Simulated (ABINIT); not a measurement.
## A GW chain in ABINIT: PbO (P4/nmm)

How does a plane-wave GW calculation on PbO (P4/nmm) run from the first input to the gap?

Calculated with ABINIT 10.8.3; PBE and many-body steps on it, plane waves.

Report form: the programs' logs are mostly left out.

The database entry behind the starting cell differs from later determinations by our own check (c about 1 % long), so it need not match the best structure at ambient conditions.

### 1. The starting structure

It takes space group P4/nmm (No. 129, tetragonal). The conventional cell has a = 3.960 Å, b = 3.960 Å, c = 5.070 Å, α = 90.00°, β = 90.00°, γ = 90.00°. Nearest to Pb lie 4 O at 2.32 Å. O has 4 Pb at 2.32 Å nearest. Farther neighbours and most contacts between anions are not listed.

 The runs that relaxed it are not among those shown. Spin-orbit coupling is left out unless a step names it.

### 2. Ground state

This step: ABINIT 10.8.3; DFT, PBE, plane waves, norm-conserving pseudopotentials.

The ground-state density comes first.

run.abi reads:

```
acell 3*1.0 Angstrom
rprim 
  3.960000000000 0.000000000000 0.000000000000
  0.000000000000 3.960000000000 0.000000000000
  0.000000000000 0.000000000000 5.070000000000
ntypat 2
znucl 82 8
natom 4
typat 1 1 2 2
xred 
  0.000000000000 0.500000000000 0.238990104021
  0.500000000000 0.000000000000 0.761009895979
  0.000000000000 0.000000000000 0.000000000000
  0.500000000000 0.500000000000 0.000000000000
pp_dirpath "pseudos"
pseudos "Pb.upf, O.upf"
ecut 42
ngkpt 6 6 4
nshiftk 1
shiftk 0 0 0
kptopt 1
chksymbreak 0
nband 34
occopt 1
tolvrs 1e-10
nstep 60
prtwf 0
optforces 0
optstress 0
indata_prefix "in"
outdata_prefix "out"
tmpdata_prefix "tmp"
```

The run is started by

```sh
$ OMP_NUM_THREADS=1 mpirun -n 4 abinit run.abi > log
```

It took 80 s on 4 MPI ranks of AMD EPYC 7R43, shared host; peak memory 0.48 GiB.

Numbers from this step:

```
total energy               : -12319.6026 eV
gap                        : 1.126 eV
k of the valence top       : 0, 0, 0
k of the conduction bottom : 0.5, 0.5, 0
least direct gap           : 2.115 eV
```

The gap is indirect, with the least direct gap 0.99 eV higher.

### 3. Bands along the symmetry lines

Levels along a band path, at the cheap level, show where the edges lie and whether the meshes to come will hold them.

run.abi reads:

```
acell 3*1.0 Angstrom
rprim 
  3.960000000000 0.000000000000 0.000000000000
  0.000000000000 3.960000000000 0.000000000000
  0.000000000000 0.000000000000 5.070000000000
ntypat 2
znucl 82 8
natom 4
typat 1 1 2 2
xred 
  0.000000000000 0.500000000000 0.238990104021
  0.500000000000 0.000000000000 0.761009895979
  0.000000000000 0.000000000000 0.000000000000
  0.500000000000 0.500000000000 0.000000000000
pp_dirpath "pseudos"
pseudos "Pb.upf, O.upf"
ecut 42
iscf -2
irdden 1
kptopt 0
nkpt 75
kpt 
  0.00000000 0.00000000 0.00000000
  0.00000000 0.06250000 0.00000000
  0.00000000 0.12500000 0.00000000
  0.00000000 0.18750000 0.00000000
  0.00000000 0.25000000 0.00000000
  0.00000000 0.31250000 0.00000000
  0.00000000 0.37500000 0.00000000
  0.00000000 0.43750000 0.00000000
  0.00000000 0.50000000 0.00000000
  0.06250000 0.50000000 0.00000000
  0.12500000 0.50000000 0.00000000
  0.18750000 0.50000000 0.00000000
  0.25000000 0.50000000 0.00000000
  0.31250000 0.50000000 0.00000000
  0.37500000 0.50000000 0.00000000
  0.43750000 0.50000000 0.00000000
  0.50000000 0.50000000 0.00000000
  0.43750000 0.43750000 0.00000000
  0.37500000 0.37500000 0.00000000
  0.31250000 0.31250000 0.00000000
  0.25000000 0.25000000 0.00000000
  0.18750000 0.18750000 0.00000000
  0.12500000 0.12500000 0.00000000
  0.06250000 0.06250000 0.00000000
  0.00000000 0.00000000 0.00000000
  0.00000000 0.00000000 0.06250000
  0.00000000 0.00000000 0.12500000
  0.00000000 0.00000000 0.18750000
  0.00000000 0.00000000 0.25000000
  0.00000000 0.00000000 0.31250000
  0.00000000 0.00000000 0.37500000
  0.00000000 0.00000000 0.43750000
  0.00000000 0.00000000 0.50000000
  0.00000000 0.06250000 0.50000000
  0.00000000 0.12500000 0.50000000
  0.00000000 0.18750000 0.50000000
  0.00000000 0.25000000 0.50000000
  0.00000000 0.31250000 0.50000000
  0.00000000 0.37500000 0.50000000
  0.00000000 0.43750000 0.50000000
  0.00000000 0.50000000 0.50000000
  0.06250000 0.50000000 0.50000000
  0.12500000 0.50000000 0.50000000
  0.18750000 0.50000000 0.50000000
  0.25000000 0.50000000 0.50000000
  0.31250000 0.50000000 0.50000000
  0.37500000 0.50000000 0.50000000
  0.43750000 0.50000000 0.50000000
  0.50000000 0.50000000 0.50000000
  0.43750000 0.43750000 0.50000000
  0.37500000 0.37500000 0.50000000
  0.31250000 0.31250000 0.50000000
  0.25000000 0.25000000 0.50000000
  0.18750000 0.18750000 0.50000000
  0.12500000 0.12500000 0.50000000
  0.06250000 0.06250000 0.50000000
  0.00000000 0.00000000 0.50000000
  0.00000000 0.50000000 0.00000000
  0.00000000 0.50000000 0.06250000
  0.00000000 0.50000000 0.12500000
  0.00000000 0.50000000 0.18750000
  0.00000000 0.50000000 0.25000000
  0.00000000 0.50000000 0.31250000
  0.00000000 0.50000000 0.37500000
  0.00000000 0.50000000 0.43750000
  0.00000000 0.50000000 0.50000000
  0.50000000 0.50000000 0.00000000
  0.50000000 0.50000000 0.06250000
  0.50000000 0.50000000 0.12500000
  0.50000000 0.50000000 0.18750000
  0.50000000 0.50000000 0.25000000
  0.50000000 0.50000000 0.31250000
  0.50000000 0.50000000 0.37500000
  0.50000000 0.50000000 0.43750000
  0.50000000 0.50000000 0.50000000
istwfk *1
nband 35
nbdbuf 2
tolwfr 1e-08
nstep 40
prtwf 0
prtvol 0
indata_prefix "in"
outdata_prefix "out"
tmpdata_prefix "tmp"
```

Run time: 72 s. Hardware: 4 MPI ranks; peak memory 0.6 GiB; 4.8 min of CPU time.

This step gave:

```
gap                        : 1.125 eV
k of the valence top       : 0, 0.0625, 0
k of the conduction bottom : 0.5, 0.5, 0
least direct gap           : 2.115 eV
```

The gap is 1.125 eV, −0.001 eV from the run before at this level.

Electronic bands along the path, in eV, zero at the top of the highest filled band:

| point | band 25 | band 26 | band 27 | band 28 | band 29 | band 30 | band 31 | band 32 |
| --- | --- | --- | --- | --- | --- | --- | --- | --- |
| Γ | -1.72 | -1.59 | -1.59 | 0.00 | 2.41 | 5.53 | 5.57 | 5.57 |
| halfway | -2.51 | -2.00 | -1.94 | -0.27 | 3.53 | 3.54 | 5.47 | 5.90 |
| X | -2.95 | -2.95 | -1.74 | -1.74 | 3.32 | 3.32 | 6.61 | 6.61 |
| halfway | -2.21 | -2.21 | -1.44 | -1.44 | 2.45 | 2.45 | 5.38 | 5.38 |
| M | -1.76 | -1.76 | -0.99 | -0.99 | 1.13 | 1.13 | 5.19 | 5.19 |
| halfway | -2.86 | -2.73 | -1.22 | -0.56 | 3.01 | 3.35 | 4.70 | 5.17 |
| Γ | -1.72 | -1.59 | -1.59 | 0.00 | 2.41 | 5.53 | 5.57 | 5.57 |
| halfway | -1.74 | -1.61 | -1.61 | -0.42 | 2.14 | 4.52 | 4.52 | 5.05 |
| Z | -1.76 | -1.62 | -1.62 | -1.09 | 2.11 | 3.97 | 3.97 | 4.34 |
| halfway | -2.34 | -2.02 | -1.17 | -1.04 | 2.28 | 3.17 | 4.60 | 6.57 |
| R | -2.92 | -2.92 | -1.07 | -1.07 | 3.01 | 3.01 | 6.30 | 6.30 |
| halfway | -1.71 | -1.71 | -1.53 | -1.53 | 3.35 | 3.35 | 4.56 | 4.56 |
| A | -2.31 | -2.31 | -0.99 | -0.99 | 3.34 | 3.34 | 4.66 | 4.66 |
| halfway | -2.75 | -1.64 | -1.22 | -1.15 | 2.46 | 3.62 | 3.85 | 6.41 |
| Z | -1.76 | -1.62 | -1.62 | -1.09 | 2.11 | 3.97 | 3.97 | 4.34 |
| jump to X | -2.95 | -2.95 | -1.74 | -1.74 | 3.32 | 3.32 | 6.61 | 6.61 |
| halfway | -2.94 | -2.94 | -1.36 | -1.36 | 3.16 | 3.16 | 6.46 | 6.46 |
| R | -2.92 | -2.92 | -1.07 | -1.07 | 3.01 | 3.01 | 6.30 | 6.30 |
| jump to M | -1.76 | -1.76 | -0.99 | -0.99 | 1.13 | 1.13 | 5.19 | 5.19 |
| halfway | -2.05 | -2.05 | -0.99 | -0.99 | 1.94 | 1.94 | 5.52 | 5.52 |
| A | -2.31 | -2.31 | -0.99 | -0.99 | 3.34 | 3.34 | 4.66 | 4.66 |

### 4. Empty states on the mesh, 4×4×2 mesh, 90 bands

The sums over transitions need many empty states on a uniform mesh; this step solves for them.

run.abi reads:

```
acell 3*1.0 Angstrom
rprim 
  3.960000000000 0.000000000000 0.000000000000
  0.000000000000 3.960000000000 0.000000000000
  0.000000000000 0.000000000000 5.070000000000
ntypat 2
znucl 82 8
natom 4
typat 1 1 2 2
xred 
  0.000000000000 0.500000000000 0.238990104021
  0.500000000000 0.000000000000 0.761009895979
  0.000000000000 0.000000000000 0.000000000000
  0.500000000000 0.500000000000 0.000000000000
pp_dirpath "pseudos"
pseudos "Pb.upf, O.upf"
ecut 42
ngkpt 4 4 2
nshiftk 1
shiftk 0 0 0
kptopt 1
chksymbreak 0
iscf -2
irdden 1
istwfk *1
nband 90
nbdbuf 8
tolwfr 1e-09
nstep 60
prtvol 0
indata_prefix "in"
outdata_prefix "out"
tmpdata_prefix "tmp"
```

Wall time 44 s (4 MPI ranks); peak memory 0.46 GiB; 2.9 min of CPU time.

Numbers from this step:

* gap: 1.126 eV
* k of the valence top: 0, 0, 0
* k of the conduction bottom: 0.5, 0.5, 0
* least direct gap: 2.115 eV
* k points computed: 12
* lowest point of the top converged band, above the valence top: 36.74 eV

On this mesh the gap is 1.126 eV.

### 5. Screening, 4×4×2 mesh, 82 bands, screening to 98 eV

The RPA dielectric matrix is built and inverted for each q.

This step: RPA screening on PBE, plane waves, norm-conserving pseudopotentials.

run.abi, as its differences from that of step 4:

```diff
@@ -22,10 +22,11 @@
 chksymbreak 0
-iscf -2
-irdden 1
 istwfk *1
-nband 90
-nbdbuf 8
-tolwfr 1e-09
-nstep 60
-prtvol 0
+occopt 1
+irdwfk 1
+optdriver 3
+nband 82
+ecuteps 3.6
+inclvkb 2
+awtr 1
+symchi 1
 indata_prefix "in"
```

Elapsed: 55 s, on 4 MPI ranks; peak memory 1.8 GiB.

Numbers from this step:

* ε∞ with local fields, on this mesh, along the program's q direction: 6.480
* the same without local fields: 7.278
* plasma frequency: 31.16 eV
* plane waves in the screening matrix: 165

Local fields lower ε∞ by 11 %. On a Γ-centred mesh this coarse the value itself is usually too large, while a short band sum pulls it down.

### 6. Self-energy, 4×4×2 mesh, 82 bands, screening to 98 eV

The self-energy is evaluated for the states that the input lists, and the levels follow from it, in one-shot runs by the linearised quasiparticle equation.

This step: G0W0 on PBE, plane waves, norm-conserving pseudopotentials.

run.abi, as its differences from that of step 5:

```diff
@@ -25,8 +25,17 @@
 irdwfk 1
-optdriver 3
+optdriver 4
 nband 82
+gwcalctyp 0
+ecutsigx 42
+symsigma 1
+nkptgw 2
+kptgw 
+  0.0000000000 0.0000000000 0.0000000000
+  0.5000000000 0.5000000000 0.0000000000
+bdgw 
+  26 30
+  27 30
 ecuteps 3.6
-inclvkb 2
-awtr 1
-symchi 1
+irdscr 1
+ppmodel 1
 indata_prefix "in"
```

It took 11 s on 4 MPI ranks; peak memory 1.5 GiB.

Numbers from this step:

* G0W0 gap on the points computed: 1.13 eV
* starting gap on the mesh: 1.126 eV
* k of the valence top: 0, 0, 0
* k of the conduction bottom: 0.5, 0.5, 0
* Z at the valence top: 0.793
* Z at the conduction bottom: 0.839
* least direct G0W0 gap on the computed points: 2.049 eV

The gap on the mesh goes from 1.13 eV to 1.13 eV, a correction of +0.004 eV.

Limits: finite bands, cutoff and mesh; no spin-orbit coupling; coarse k mesh. v1 is the top filled band, c1 the lowest empty one. The levels before and after the correction (eV, zero at the valence-band top of each column):

|  | conduction bottom | valence top |
| --- | --- | --- |
| Kohn-Sham | 1.13 | 0.00 |
| G0W0 | 1.13 | 0.00 |

|  | level | energy (eV) |
| --- | --- | --- |
| Kohn-Sham | Γ v3-v2 | -1.592 |
| Kohn-Sham | Γ v1 | 0.000 |
| Kohn-Sham | Γ c1 | 2.411 |
| Kohn-Sham | Γ c2 | 5.527 |
| Kohn-Sham | (0.5 0.5 0) v2-v1 | -0.989 |
| Kohn-Sham | (0.5 0.5 0) c1-c2 | 1.126 |
| G0W0 | Γ v3-v2 | -1.648 |
| G0W0 | Γ v1 | 0.000 |
| G0W0 | Γ c1 | 2.831 |
| G0W0 | Γ c2 | 6.019 |
| G0W0 | (0.5 0.5 0) v2-v1 | -0.919 |
| G0W0 | (0.5 0.5 0) c1-c2 | 1.130 |

### 7. Where the time went

Times are wall times on 4 MPI ranks of AMD EPYC 7R43, shared host, good to a factor of about two.

| step | time | share | memory (GiB) |
| --- | --- | --- | --- |
| ground state | 80 s | 31 % | 0.48 |
| bands along the symmetry lines | 72 s | 27 % | 0.6 |
| empty states on the mesh | 44 s | 17 % | 0.46 |
| screening | 55 s | 21 % | 1.8 |
| self-energy | 11 s | 4 % | 1.5 |

### 8. What came out

```
PBE gap              : 1.13 eV, indirect
G0W0 gap on the mesh : 1.13 eV
GW settings          : 4×4×2 mesh, 82 bands, screening to 98 eV, Godby-Needs plasmon pole
known limits         : not at the basis limit; no spin-orbit coupling; coarse k mesh
```

What this shows: G0W0 moves the gap on the mesh from 1.13 eV to 1.13 eV (+0.004 eV), with Z of 0.79 and 0.84 at the edges. Local fields lower the RPA ε∞ on this mesh from 7.28 to 6.48; a Γ-centred mesh this coarse tends to raise both, most where the direct gap is narrow, while a short band sum lowers them. Only 2 of the mesh's irreducible points were corrected, so a valley elsewhere could overtake. Bands and cutoff are finite, so the gap is not at the basis limit. The miss can reach some tenths of an eV and take either sign; the mesh is an error of its own. In the G0W0 run levels were corrected at 2 k points alone, so a gap called «on the mesh» is the least over those, and an edge elsewhere would be missed. The 4×4×2 mesh is coarse for this cell, which bears on the long-range parts of exchange and screening. Where an edge is built on 6p states of lead, bismuth or thallium, scalar-relativistic gaps usually stand too wide, by a few tenths to over one eV. The many-body steps are scalar-relativistic: spin-orbit coupling is not in them.

[Paths, hosts, dates, memory and timing lines, banners, echoed tables and standing remarks are left out of the program output.]

[Logs are printed without paths, hosts, clocks, repeated set-up lines and the standing remarks that a program may print on its own settings, such as how far it seeks lower states.]

[Runs of the session that timed out or met a known fault of the program may be left out.]

[Hosts, paths, dates, database ids (printed as entryN), source tags and the programs' standing remarks are cut or masked in the printed files.]

[G0W0 gaps are taken among the corrected bands and points alone; a level outside them can change the order at an edge.]

[Where Ansatz stands beside ABINIT at settings called matched, ABINIT's density can come from a denser mesh and the files from another edition; pairs whose starting gaps differed by over 0.03 eV were left out, so agreement reads better than it is.]
